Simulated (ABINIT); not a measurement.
# Quasiparticle gap of CaC2 (I4/mmm) in ABINIT, part 2 of 3

Wanted: ground state, empty states, screening and self-energy for CaC2 (I4/mmm).

ABINIT 10.8.3; PBEsol and many-body steps on it, plane waves. Known limits of the many-body steps: not at the basis limit; coarse k mesh.

So far. Step 2 (Ground state): The gap is indirect, with the least direct gap 1.06 eV higher.

### 3. Bands along the symmetry lines

Level of this step: DFT, PBEsol, plane waves, norm-conserving pseudopotentials (ABINIT).

The cheap functional maps the bands first; the places of the edges decide which points the dearer methods must see.

The input, run.abi:

```
acell 3*1.0 Angstrom
rprim 
  -1.934298599400 1.934298599400 3.202111242500
  1.934298599400 -1.934298599400 3.202111242500
  1.934298599400 1.934298599400 -3.202111242500
ntypat 2
znucl 20 6
natom 3
typat 1 2 2
xred 
  0.000000000000 0.000000000000 0.000000000000
  0.597892720000 0.597892720000 0.000000000000
  0.402107280000 0.402107280000 0.000000000000
pp_dirpath "pseudos"
pseudos "Ca.upf, C.upf"
ecut 37
iscf -2
irdden 1
kptopt 0
nkpt 76
kpt 
  0.00000000 0.00000000 0.00000000
  0.00000000 0.00000000 0.06250000
  0.00000000 0.00000000 0.12500000
  0.00000000 0.00000000 0.18750000
  0.00000000 0.00000000 0.25000000
  0.00000000 0.00000000 0.31250000
  0.00000000 0.00000000 0.37500000
  0.00000000 0.00000000 0.43750000
  0.00000000 0.00000000 0.50000000
  0.03125000 0.03125000 0.46875000
  0.06250000 0.06250000 0.43750000
  0.09375000 0.09375000 0.40625000
  0.12500000 0.12500000 0.37500000
  0.15625000 0.15625000 0.34375000
  0.18750000 0.18750000 0.31250000
  0.21875000 0.21875000 0.28125000
  0.25000000 0.25000000 0.25000000
  0.21875000 0.28125000 0.21875000
  0.18750000 0.31250000 0.18750000
  0.15625000 0.34375000 0.15625000
  0.12500000 0.37500000 0.12500000
  0.09375000 0.40625000 0.09375000
  0.06250000 0.43750000 0.06250000
  0.03125000 0.46875000 0.03125000
  0.00000000 0.50000000 0.00000000
  0.00000000 0.43750000 0.00000000
  0.00000000 0.37500000 0.00000000
  0.00000000 0.31250000 0.00000000
  0.00000000 0.25000000 0.00000000
  0.00000000 0.18750000 0.00000000
  0.00000000 0.12500000 0.00000000
  0.00000000 0.06250000 0.00000000
  0.00000000 0.00000000 0.00000000
  0.06250000 0.06250000 -0.06250000
  0.12500000 0.12500000 -0.12500000
  0.18750000 0.18750000 -0.18750000
  0.25000000 0.25000000 -0.25000000
  0.31250000 0.31250000 -0.31250000
  0.37500000 0.37500000 -0.37500000
  0.43750000 0.43750000 -0.43750000
  0.50000000 0.50000000 -0.50000000
  0.48015313 0.51984687 -0.48015313
  0.46030627 0.53969373 -0.46030627
  0.44045940 0.55954060 -0.44045940
  0.42061254 0.57938746 -0.42061254
  0.40076567 0.59923433 -0.40076567
  0.38091880 0.61908120 -0.38091880
  0.36107194 0.63892806 -0.36107194
  0.34122507 0.65877493 -0.34122507
  -0.34122507 0.34122507 0.34122507
  -0.29857194 0.29857194 0.29857194
  -0.25591880 0.25591880 0.25591880
  -0.21326567 0.21326567 0.21326567
  -0.17061254 0.17061254 0.17061254
  -0.12795940 0.12795940 0.12795940
  -0.08530627 0.08530627 0.08530627
  -0.04265313 0.04265313 0.04265313
  0.00000000 0.00000000 0.00000000
  -0.00000000 0.00000000 0.50000000
  -0.02280627 0.02280627 0.50000000
  -0.04561254 0.04561254 0.50000000
  -0.06841880 0.06841880 0.50000000
  -0.09122507 0.09122507 0.50000000
  -0.11403134 0.11403134 0.50000000
  -0.13683761 0.13683761 0.50000000
  -0.15964387 0.15964387 0.50000000
  -0.18245014 0.18245014 0.50000000
  0.50000000 0.50000000 -0.18245014
  0.50000000 0.50000000 -0.22214387
  0.50000000 0.50000000 -0.26183760
  0.50000000 0.50000000 -0.30153134
  0.50000000 0.50000000 -0.34122507
  0.50000000 0.50000000 -0.38091880
  0.50000000 0.50000000 -0.42061253
  0.50000000 0.50000000 -0.46030627
  0.50000000 0.50000000 -0.50000000
istwfk *1
nband 16
nbdbuf 2
tolwfr 1e-08
nstep 40
prtwf 0
prtvol 0
indata_prefix "in"
outdata_prefix "out"
tmpdata_prefix "tmp"
```

Run with:

```bash
> OMP_NUM_THREADS=1 mpirun -n 4 abinit run.abi > log
```

Numbers of over 12 decimals in the logs are rounded to 6 here.

What it wrote:

```text
.Version 10.8.3 of ABINIT. v10.8.2 released Aug 2026.

 Symmetries : space group I4/m m m (#139); Bravais tI (body-center tetrag.)
[... echo of the input left out ...]
== DATASET  1 ==================================================================
-   mpi_nproc: 4, omp_nthreads: 1 (-1 if OMP is not activated)

--- !DatasetInfo
iteration_state: {dtset: 1, }
dimensions: {natom: 3, nkpt: 76, mband: 16, nsppol: 1, nspinor: 1, nspden: 1, mpw: 3508, }
cutoff_energies: {ecut:  37.0, pawecutdg:  -1.0, }
electrons: {nelect:   1.80000000E+01, charge:   0.00000000E+00, occopt:   1.00000000E+00, tsmear:   1.00000000E-02, }

 Real(R)+Recip(G) space primitive vectors, cartesian coordinates (Bohr,Bohr^-1):
 R(1)= -3.6552946  3.6552946  6.0511133  G(1)=  0.0000000  0.1367879  0.0826294
 R(2)=  3.6552946 -3.6552946  6.0511133  G(2)=  0.1367879  0.0000000  0.0826294
 R(3)=  3.6552946  3.6552946 -6.0511133  G(3)=  0.1367879  0.1367879  0.0000000
 Unit cell volume ucvol=  3.2340002E+02 bohr^3
 Angles (23,13,12)=  1.25317110E+02  1.25317110E+02  8.10134475E+01 degrees

 getcut: wavevector=  0.0000  0.0000  0.0000  ngfft=  45  45  45
         ecut(hartree)=     37.000   => boxcut(ratio)=   2.01976

--- Pseudopotential description ------------------------------------------------
- Ca Generated using ONCVPSP code by D. R. Hamann
- 20.00000  10.00000  180301                  znucl, zion, pspdat
12 -116133 2 -1 1746                          pspcod,pspxc,lmax,lloc,mmax
     nproj     2     2     2
  pspatm : epsatm=   12.46101000
         --- l  ekb(1:nproj) -->
             0   10.054847    0.973777
             1    2.998958    0.458102
             2   -3.447298   -1.091650
 pspatm: atomic psp has been read  and splines computed

- C Generated using ONCVPSP code by D. R. Hamann
-  6.00000   4.00000  180301                  znucl, zion, pspdat
12 -116133 1 -1 1248                          pspcod,pspxc,lmax,lloc,mmax
     nproj     2     2     0
  pspatm : epsatm=    4.34909242
         --- l  ekb(1:nproj) -->
[...]
pspatm: atomic psp has been read  and splines computed

--------------------------------------------------------------------------------

================================================================================
 prteigrs : about to open file out_EIG
 Non-SCF case, kpt    1 (  0.00000  0.00000  0.00000), residuals and eigenvalues=
  6.68E-09  5.56E-09  6.60E-09  4.65E-09  7.20E-09  8.13E-09  3.12E-09  3.03E-09
  3.37E-09  4.60E-09  7.97E-09  8.44E-09  2.69E-09  5.41E-09  1.48E-07  1.70E-04
 -1.3107E+00 -6.1560E-01 -6.1560E-01 -6.1132E-01 -3.5808E-01  1.5878E-02
  3.4188E-02  7.9086E-02  7.9086E-02  2.3216E-01  2.3216E-01  2.7401E-01
  3.0502E-01  3.3165E-01  4.5578E-01  4.7733E-01
 Non-SCF case, kpt    2 (  0.00000  0.00000  0.06250), residuals and eigenvalues=
  9.35E-09  3.13E-09  3.44E-09  4.00E-09  6.31E-09  8.60E-09  7.12E-09  3.67E-09
[...]
3.0998E-01  3.3716E-01  4.4853E-01  4.5781E-01
 Non-SCF case, kpt    3 (  0.00000  0.00000  0.12500), residuals and eigenvalues=
[...]
3.1877E-01  3.5584E-01  4.2690E-01  4.5708E-01
[...]
Non-SCF case, kpt   75 (  0.50000  0.50000 -0.46031), residuals and eigenvalues=
[...]
Non-SCF case, kpt   76 (  0.50000  0.50000 -0.50000), residuals and eigenvalues=
[...]
-1.3104E+00 -6.1656E-01 -6.1656E-01 -6.1538E-01 -3.4801E-01 -5.0552E-02
  5.5927E-02  5.5927E-02  1.1568E-01  2.3226E-01  3.3063E-01  3.4687E-01
[...]
--- !ResultsGS
iteration_state: {dtset: 1, }
comment   : Summary of ground state results
lattice_vectors:
- [ -3.6552946,   3.6552946,   6.0511133, ]
- [  3.6552946,  -3.6552946,   6.0511133, ]
- [  3.6552946,   3.6552946,  -6.0511133, ]
lattice_lengths: [   7.95854,    7.95854,    7.95854, ]
lattice_angles: [125.317, 125.317,  81.013, ] # degrees, (23, 13, 12)
lattice_volume:   3.2340002E+02
convergence: {deltae:  0.000E+00, res2:  0.000E+00, residm:  9.988E-09, diffor:  0.000E+00, }
etotal    :  -5.06438902E+01
entropy   :   0.00000000E+00
fermie    :   1.15683255E-01
cartesian_stress_tensor: null
pressure_GPa: null
xred      :
- [  0.0000E+00,   0.0000E+00,   0.0000E+00, Ca]
- [  5.9789E-01,   5.9789E-01,   5.7835E-18,  C]
- [  4.0211E-01,   4.0211E-01,   3.8896E-18,  C]
cartesian_forces: null
force_length_stats: {min: null, max: null, mean: null, }

 Integrated electronic density in atomic spheres:
 ------------------------------------------------
 Atom  Sphere_radius  Integrated_density
[...]
================================================================================

 ----iterations are completed or convergence reached----

 Mean square residual over all n,k,spin=   58.921E-10; max=  99.876E-10
 reduced coordinates (array xred) for    3 atoms
[...]
0.597892720000      0.597892720000      0.000000000000
       0.402107280000      0.402107280000      0.000000000000

 cartesian coordinates (angstrom) at end:
[...]
2      0.000000     0.000000     3.829038
    3      0.000000    -0.000000     2.575184
 length scales=  1.889726125908  1.889726125908  1.889726125908 bohr
              =  1.000000000000  1.000000000000  1.000000000000 angstroms
 prteigrs : about to open file out_EIG
 Eigenvalues (hartree) for nkpt=  76  k points:
 kpt#   1, nband= 16, wtk=  1.00000, kpt=  0.0000  0.0000  0.0000 (reduced coord)
[...]
kpt#   2, nband= 16, wtk=  1.00000, kpt=  0.0000  0.0000  0.0625 (reduced coord)
[...]
kpt#   3, nband= 16, wtk=  1.00000, kpt=  0.0000  0.0000  0.1250 (reduced coord)
[...]
kpt#  75, nband= 16, wtk=  1.00000, kpt=  0.5000  0.5000 -0.4603 (reduced coord)
[...]
kpt#  76, nband= 16, wtk=  1.00000, kpt=  0.5000  0.5000 -0.5000 (reduced coord)
  -1.31037   -0.61656   -0.61656   -0.61538   -0.34801   -0.05055    0.05593    0.05593
   0.11568    0.23226    0.33063    0.34687    0.36144    0.36144    0.39205    0.39206

== END DATASET(S) ==============================================================
================================================================================

 -outvars: echo values of variables after computation  --------
            nband          16
             nkpt          76
          spgroup         139
 [... the other variables as echoed above ...]

 Calculation completed.
```

The job ended after 53 s (4 MPI ranks of Intel Xeon Platinum 8259CL at 2.50GHz (Skylake/Cascade Lake), shared host; peak memory 0.35 GiB; 3.5 min of CPU time).

Numbers from this step:

```
gap                        : 1.202 eV
k of the valence top       : 0.4375, 0.4375, -0.4375
k of the conduction bottom : 0, 0, 0.5
least direct gap           : 2.264 eV
```

The gap is 1.202 eV, −0.004 eV from the run before at this level.

Electronic bands along the path, in eV, zero at the top of the highest filled band:

| point | band 6 | band 7 | band 8 | band 9 | band 10 | band 11 | band 12 | band 13 |
| --- | --- | --- | --- | --- | --- | --- | --- | --- |
| Γ | -2.72 | -2.22 | -1.00 | -1.00 | 3.17 | 3.17 | 4.30 | 5.15 |
| halfway | -3.02 | -2.74 | -1.39 | -1.28 | 2.01 | 5.33 | 5.93 | 5.96 |
| X | -3.04 | -2.76 | -1.61 | -1.06 | 1.20 | 5.77 | 6.47 | 7.22 |
| halfway | -3.28 | -2.66 | -1.90 | -0.71 | 1.83 | 4.87 | 6.56 | 7.22 |
| P | -3.48 | -2.35 | -2.35 | -0.40 | 3.24 | 3.24 | 6.73 | 7.22 |
| halfway | -3.94 | -2.31 | -2.13 | -0.60 | 3.84 | 4.01 | 6.68 | 7.12 |
| N | -4.28 | -2.38 | -1.84 | -0.84 | 4.82 | 5.89 | 6.07 | 6.29 |
| halfway | -3.69 | -1.97 | -1.46 | -1.12 | 3.66 | 4.02 | 5.07 | 6.30 |
| Γ | -2.72 | -2.22 | -1.00 | -1.00 | 3.17 | 3.17 | 4.30 | 5.15 |
| halfway | -4.23 | -1.38 | -1.38 | -0.35 | 3.66 | 4.75 | 4.75 | 5.74 |
| M | -4.53 | -1.63 | -1.63 | 0.00 | 3.17 | 5.85 | 6.29 | 6.68 |
| halfway | -4.42 | -2.05 | -1.70 | -0.11 | 3.69 | 6.42 | 6.60 | 6.64 |
| S | -4.10 | -2.77 | -1.83 | -0.41 | 4.88 | 5.44 | 6.13 | 6.83 |
| jump to S0 | -4.10 | -2.77 | -1.83 | -0.41 | 4.88 | 5.44 | 6.13 | 6.83 |
| halfway | -3.10 | -2.94 | -1.58 | -1.18 | 3.46 | 4.01 | 5.78 | 6.74 |
| Γ | -2.72 | -2.22 | -1.00 | -1.00 | 3.17 | 3.17 | 4.30 | 5.15 |
| jump to X | -3.04 | -2.76 | -1.61 | -1.06 | 1.20 | 5.77 | 6.47 | 7.22 |
| halfway | -3.25 | -2.71 | -1.86 | -0.90 | 1.66 | 5.84 | 6.65 | 6.93 |
| R | -3.68 | -2.53 | -2.17 | -0.64 | 2.82 | 6.02 | 6.10 | 6.68 |
| jump to G | -3.68 | -2.53 | -2.17 | -0.64 | 2.82 | 6.02 | 6.10 | 6.68 |
| halfway | -4.31 | -2.07 | -2.01 | -0.20 | 4.17 | 5.57 | 6.29 | 6.46 |
| M | -4.53 | -1.63 | -1.63 | 0.00 | 3.17 | 5.85 | 6.29 | 6.68 |

The electronic bands as a text plot (rows in eV, shown from -8.0 to 5.9 only; labels by their first letter):

```
    5.6 |+ +++  +++        + ++ ++ + ++++ ++   ++  + + +++    +
    5.0 |+++       +      + + +++ +++  +       +++  ++++    ++
    4.4 |++ +       +    +++ ++  ++++         +  ++   ++    +++
    3.8 |  +         +  ++     ++    +++     +    +++
    3.3 |++           ++        +++++   +++++      +++++       ++
    2.7 |  +         +                                     +
    2.1 |   ++      +                                     +
    1.5 |     +++  +                                     +
    1.0 |        ++                                     +
    0.4 |
   -0.2 |            ***               *********            *****
   -0.8 |**      ****   *******   *** *         ***   ******
   -1.4 | *********            ***   *******       ***  *
   -1.9 |          **    ********** *       *******      *** ****
   -2.5 |*****   **************    *          **    *********
   -3.1 |  **********            ** *           ******  **
   -3.7 |            ****      **    **         **        **
   -4.2 |                ******        *********            *****
   -4.8 |
   -5.4 |
   -6.0 |
   -6.6 |
   -7.1 |
   -7.7 |
         Γ       X   P      N      Γ       M  S|S      Γ|XR|G   M
```

### 4. Empty states on the mesh, 4×4×4 mesh, 57 bands

The sums over transitions need many empty states on a uniform mesh; this step solves for them.

The input, run.abi:

```
acell 3*1.0 Angstrom
rprim 
  -1.934298599400 1.934298599400 3.202111242500
  1.934298599400 -1.934298599400 3.202111242500
  1.934298599400 1.934298599400 -3.202111242500
ntypat 2
znucl 20 6
natom 3
typat 1 2 2
xred 
  0.000000000000 0.000000000000 0.000000000000
  0.597892720000 0.597892720000 0.000000000000
  0.402107280000 0.402107280000 0.000000000000
pp_dirpath "pseudos"
pseudos "Ca.upf, C.upf"
ecut 37
ngkpt 4 4 4
nshiftk 1
shiftk 0 0 0
kptopt 1
chksymbreak 0
iscf -2
irdden 1
istwfk *1
nband 57
nbdbuf 4
tolwfr 1e-09
nstep 60
prtvol 0
indata_prefix "in"
outdata_prefix "out"
tmpdata_prefix "tmp"
```

What it wrote:

```text
.Version 10.8.3 of ABINIT. v10.8.2 released Aug 2026.

 Symmetries : space group I4/m m m (#139); Bravais tI (body-center tetrag.)
[... echo of the input left out ...]
== DATASET  1 ==================================================================
-   mpi_nproc: 4, omp_nthreads: 1 (-1 if OMP is not activated)

--- !DatasetInfo
iteration_state: {dtset: 1, }
dimensions: {natom: 3, nkpt: 13, mband: 57, nsppol: 1, nspinor: 1, nspden: 1, mpw: 3508, }
cutoff_energies: {ecut:  37.0, pawecutdg:  -1.0, }
electrons: {nelect:   1.80000000E+01, charge:   0.00000000E+00, occopt:   1.00000000E+00, tsmear:   1.00000000E-02, }

 Real(R)+Recip(G) space primitive vectors, cartesian coordinates (Bohr,Bohr^-1):
 R(1)= -3.6552946  3.6552946  6.0511133  G(1)=  0.0000000  0.1367879  0.0826294
 R(2)=  3.6552946 -3.6552946  6.0511133  G(2)=  0.1367879  0.0000000  0.0826294
 R(3)=  3.6552946  3.6552946 -6.0511133  G(3)=  0.1367879  0.1367879  0.0000000
 Unit cell volume ucvol=  3.2340002E+02 bohr^3
 Angles (23,13,12)=  1.25317110E+02  1.25317110E+02  8.10134475E+01 degrees

 getcut: wavevector=  0.0000  0.0000  0.0000  ngfft=  45  45  45
         ecut(hartree)=     37.000   => boxcut(ratio)=   2.01976

--- Pseudopotential description ------------------------------------------------
- Ca Generated using ONCVPSP code by D. R. Hamann
- 20.00000  10.00000  180301                  znucl, zion, pspdat
12 -116133 2 -1 1746                          pspcod,pspxc,lmax,lloc,mmax
     nproj     2     2     2
  pspatm : epsatm=   12.46101000
         --- l  ekb(1:nproj) -->
             0   10.054847    0.973777
             1    2.998958    0.458102
             2   -3.447298   -1.091650
 pspatm: atomic psp has been read  and splines computed

- C Generated using ONCVPSP code by D. R. Hamann
-  6.00000   4.00000  180301                  znucl, zion, pspdat
12 -116133 1 -1 1248                          pspcod,pspxc,lmax,lloc,mmax
     nproj     2     2     0
  pspatm : epsatm=    4.34909242
         --- l  ekb(1:nproj) -->
[...]
pspatm: atomic psp has been read  and splines computed

--------------------------------------------------------------------------------

================================================================================
 prteigrs : about to open file out_EIG
 Non-SCF case, kpt    1 (  0.00000  0.00000  0.00000), residuals and eigenvalues=
  3.19E-10  2.43E-10  6.31E-10  2.41E-10  1.54E-10  4.56E-10  5.10E-10  3.75E-10
  6.39E-10  1.30E-10  2.65E-10  3.38E-10  8.88E-11  4.13E-10  3.24E-10  5.08E-10
  1.41E-10  2.53E-10  8.56E-10  2.09E-10  1.17E-10  7.33E-10  3.03E-10  5.33E-10
[...]
4.12E-06
 -1.3107E+00 -6.1560E-01 -6.1560E-01 -6.1132E-01 -3.5808E-01  1.5878E-02
  3.4188E-02  7.9086E-02  7.9086E-02  2.3216E-01  2.3216E-01  2.7401E-01
  3.0502E-01  3.3165E-01  4.5578E-01  4.5578E-01  4.7807E-01  5.1260E-01
[...]
1.5593E+00  1.5688E+00  1.5688E+00  1.6540E+00  1.6984E+00  1.7160E+00
  1.7160E+00  1.7191E+00  1.7215E+00  1.7850E+00  1.7850E+00  1.8159E+00
[...]
prteigrs : prtvol=0 or 1, do not print more k-points.

--- !ResultsGS
iteration_state: {dtset: 1, }
comment   : Summary of ground state results
lattice_vectors:
- [ -3.6552946,   3.6552946,   6.0511133, ]
- [  3.6552946,  -3.6552946,   6.0511133, ]
- [  3.6552946,   3.6552946,  -6.0511133, ]
lattice_lengths: [   7.95854,    7.95854,    7.95854, ]
lattice_angles: [125.317, 125.317,  81.013, ] # degrees, (23, 13, 12)
lattice_volume:   3.2340002E+02
convergence: {deltae:  0.000E+00, res2:  0.000E+00, residm:  9.998E-10, diffor:  0.000E+00, }
etotal    :  -5.06438902E+01
entropy   :   0.00000000E+00
fermie    :   1.15683255E-01
cartesian_stress_tensor: null
pressure_GPa: null
xred      :
- [  0.0000E+00,   0.0000E+00,   0.0000E+00, Ca]
- [  5.9789E-01,   5.9789E-01,   5.7835E-18,  C]
- [  4.0211E-01,   4.0211E-01,   3.8896E-18,  C]
cartesian_forces: null
force_length_stats: {min: null, max: null, mean: null, }

 Integrated electronic density in atomic spheres:
 ------------------------------------------------
 Atom  Sphere_radius  Integrated_density
[...]
================================================================================

 ----iterations are completed or convergence reached----

 Mean square residual over all n,k,spin=   43.695E-11; max=  99.976E-11
 reduced coordinates (array xred) for    3 atoms
[...]
0.597892720000      0.597892720000      0.000000000000
       0.402107280000      0.402107280000      0.000000000000

 cartesian coordinates (angstrom) at end:
    1      0.000000     0.000000     0.000000
    2      0.000000     0.000000     3.829038
    3      0.000000    -0.000000     2.575184
 length scales=  1.889726125908  1.889726125908  1.889726125908 bohr
              =  1.000000000000  1.000000000000  1.000000000000 angstroms
 prteigrs : about to open file out_EIG
 Eigenvalues (hartree) for nkpt=  13  k points:
 kpt#   1, nband= 57, wtk=  0.01563, kpt=  0.0000  0.0000  0.0000 (reduced coord)
[...]
1.51909    1.52084    1.55926    1.56876    1.56876    1.65399    1.69837    1.71603
   1.71603    1.71907    1.72147    1.78499    1.78499    1.81590    1.82406    1.82795
   1.84714
 prteigrs : prtvol=0 or 1, do not print more k-points.

== END DATASET(S) ==============================================================
================================================================================

 -outvars: echo values of variables after computation  --------
            nband          57
             nkpt          13
          spgroup         139
 [... the other variables as echoed above ...]

 Calculation completed.
```

It took 38 s on 4 MPI ranks; peak memory 0.33 GiB; 2.5 min of CPU time.

This step gave:

- gap: 1.205 eV
- k of the valence top: 0.5, 0.5, 0.5
- k of the conduction bottom: 0.5, 0.5, 0
- least direct gap: 2.264 eV
- k points computed: 13
- lowest point of the top converged band, above the valence top: 44.28 eV

On this mesh the gap is 1.205 eV.

(Continued in part 3 of 3.)

[Paths, hosts, dates, memory and timing lines, banners, echoed tables and standing remarks are left out of the program output.]

[Logs are printed without paths, hosts, clocks, repeated set-up lines and the standing remarks that a program may print on its own settings, such as how far it seeks lower states.]

[Runs of the session that timed out or met a known fault of the program may be left out.]

[Hosts, paths, dates, database ids (printed as entryN), source tags and the programs' standing remarks are cut or masked in the printed files.]

[G0W0 gaps are taken among the corrected bands and points alone; a level outside them can change the order at an edge.]

[Where Ansatz stands beside ABINIT at settings called matched, ABINIT's density can come from a denser mesh and the files from another edition; pairs whose starting gaps differed by over 0.03 eV were left out, so agreement reads better than it is.]
